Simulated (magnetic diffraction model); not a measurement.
# Which magnetic order? BaNi2S4

Space group P-1 (no. 2), a = 7.1850 Å, b = 7.5150 Å, c = 7.5929 Å, α = 117.91°, β = 116.78°, γ = 90.31°.

```csv
site,atom,x,y,z
2i,Ba,0.1254,0.3767,0.2588
1e,Ni,1/2,1/2,0
1f,Ni,1/2,0,1/2
1d,Ni,1/2,0,0
1b,Ni,0,0,1/2
2i,S,0.2706,0.2251,0.9672
2i,S,0.7375,0.1923,0.4582
2i,S,0.2678,0.2308,0.5302
2i,S,0.6950,0.2250,0.9591
```

The compound is invented for this exercise: a known structure type with other elements, its cell scaled to their sizes and not relaxed.

Only Ni is taken to order (form factors of Ni3+); orders and moment sizes are assumed, and not adapted to the symmetry. Radiation: neutrons of λ = 1.594 Å, 5° to 30°; isotropic B of 0.59 Å² (Ba), 0.73 Å² (Ni) and 0.8 Å² (S). Simulated constant-wavelength pattern: nuclear and magnetic terms add, the magnetic one as |2.695 fm × Σ f S⊥ exp(2πi Q·r) exp(−B s²)|², summed over all Q at one angle with the factor 1/(sin²θ cos θ). For collinear order S is the moment m, which repeats by lattice and centring translations R with the sign exp(−2πi k·R). Free-ion form factors, Sears's scattering lengths of 1992, no absorption; a label names one of the reflections at its angle. The strongest nuclear line in the range is 100, and lines under 0.2 are left out.

Above the ordering temperature:

```csv
2θ (°),index,I
14.34,(0 1 0),100.0
14.77,(0 1 -1),78.5
14.85,(1 0 0),86.7
15.21,(1 0 -1),87.4
23.40,(1 1 0),15.5
23.78,(-1 1 1),15.6
23.85,(1 -1 1),14.3
24.39,(1 1 -2),13.1
24.50,(0 2 -1),13.7
25.64,(2 0 -1),12.6
26.60,(0 1 1),62.1
26.92,(1 0 1),67.7
27.31,(0 1 -2),56.7
27.53,(1 0 -2),60.9
28.62,(1 2 -1),57.5
28.67,(1 -2 0),56.0
28.91,(0 2 0),34.0
28.93,(1 -2 1),50.5
29.26,(1 2 -2),52.8
29.38,(2 1 -1),55.4
29.46,(2 -1 0),48.3
29.62,(-2 1 1),52.7
```
(The table stops after 22 lines; 3 more lie at higher angle.)

Below it (cell unchanged):

```csv
2θ (°),I
14.34,102.1
14.77,80.7
14.85,93.6
15.21,94.0
17.72,10.0
23.40,15.5
23.78,22.7
23.85,21.4
24.39,13.1
24.50,13.7
25.64,12.6
26.60,63.6
26.92,69.5
27.31,58.1
27.53,62.5
28.62,57.9
28.67,56.4
28.91,34.0
28.93,50.9
29.26,53.2
29.38,56.6
29.46,49.5
29.62,53.8
29.79,31.7
29.95,29.6
29.97,57.9
```

**Question.** Find the propagation vector, then choose among these models:
A. collinear moments along [010], 0.94 μB on Ni; signs + at (1/2, 1/2, 0), + at (1/2, 0, 1/2), − at (1/2, 0, 0), − at (0, 0, 1/2)
B. collinear moments along [110], 0.94 μB on Ni; signs + at (1/2, 1/2, 0), + at (1/2, 0, 1/2), − at (1/2, 0, 0), − at (0, 0, 1/2)
C. collinear moments along [010], 0.94 μB on Ni; signs + at (1/2, 1/2, 0), + at (1/2, 0, 1/2), + at (1/2, 0, 0), + at (0, 0, 1/2)
D. collinear moments along [110], 0.94 μB on Ni; signs + at (1/2, 1/2, 0), + at (1/2, 0, 1/2), + at (1/2, 0, 0), + at (0, 0, 1/2)

No line moves, and magnetic intensity falls on nuclear lines such as the one at 23.78°; new lines at (1 1 -1) have whole indices that obey the lattice centring, at places with no nuclear intensity to speak of, so the magnetic cell equals the chemical primitive cell: k = 0.

Magnetic intensity, observed (below minus above) and for each model:

| 2θ (°) | index | observed | A | B | C | D |
| --- | --- | --- | --- | --- | --- | --- |
| 14.34 | (0 1 0) | 2.1 | 2.1 | 4.7 | 2.1 | 4.7 |
| 14.85 | (1 0 0) | 7.0 | 7.0 | 4.5 | 7.0 | 4.5 |
| 17.72 | (1 1 -1) | 9.9 | 9.9 | <0.2 | <0.2 | <0.2 |
| 23.78 | (-1 1 1) | 7.1 | 7.1 | 9.7 | <0.2 | <0.2 |
| 23.85 | (1 -1 1) | 7.1 | 7.1 | 9.6 | <0.2 | <0.2 |
| 28.91 | (0 2 0) | <0.2 | <0.2 | <0.2 | 1.7 | 3.7 |
| 29.79 | (0 2 -2) | <0.2 | <0.2 | <0.2 | 1.8 | 3.6 |
| 29.95 | (2 0 0) | <0.2 | <0.2 | <0.2 | 5.5 | 3.5 |

Model A matches.

The absence at (0 2 0) is telling: the sublattices cancel there.

The structure used: k = (0 0 0), collinear moments along [010], 0.94 μB on Ni; signs + at (1/2, 1/2, 0), + at (1/2, 0, 1/2), − at (1/2, 0, 0), − at (0, 0, 1/2).

[Logs are printed without paths, hosts, clocks, repeated set-up lines and the standing remarks that a program may print on its own settings, such as how far it seeks lower states.]
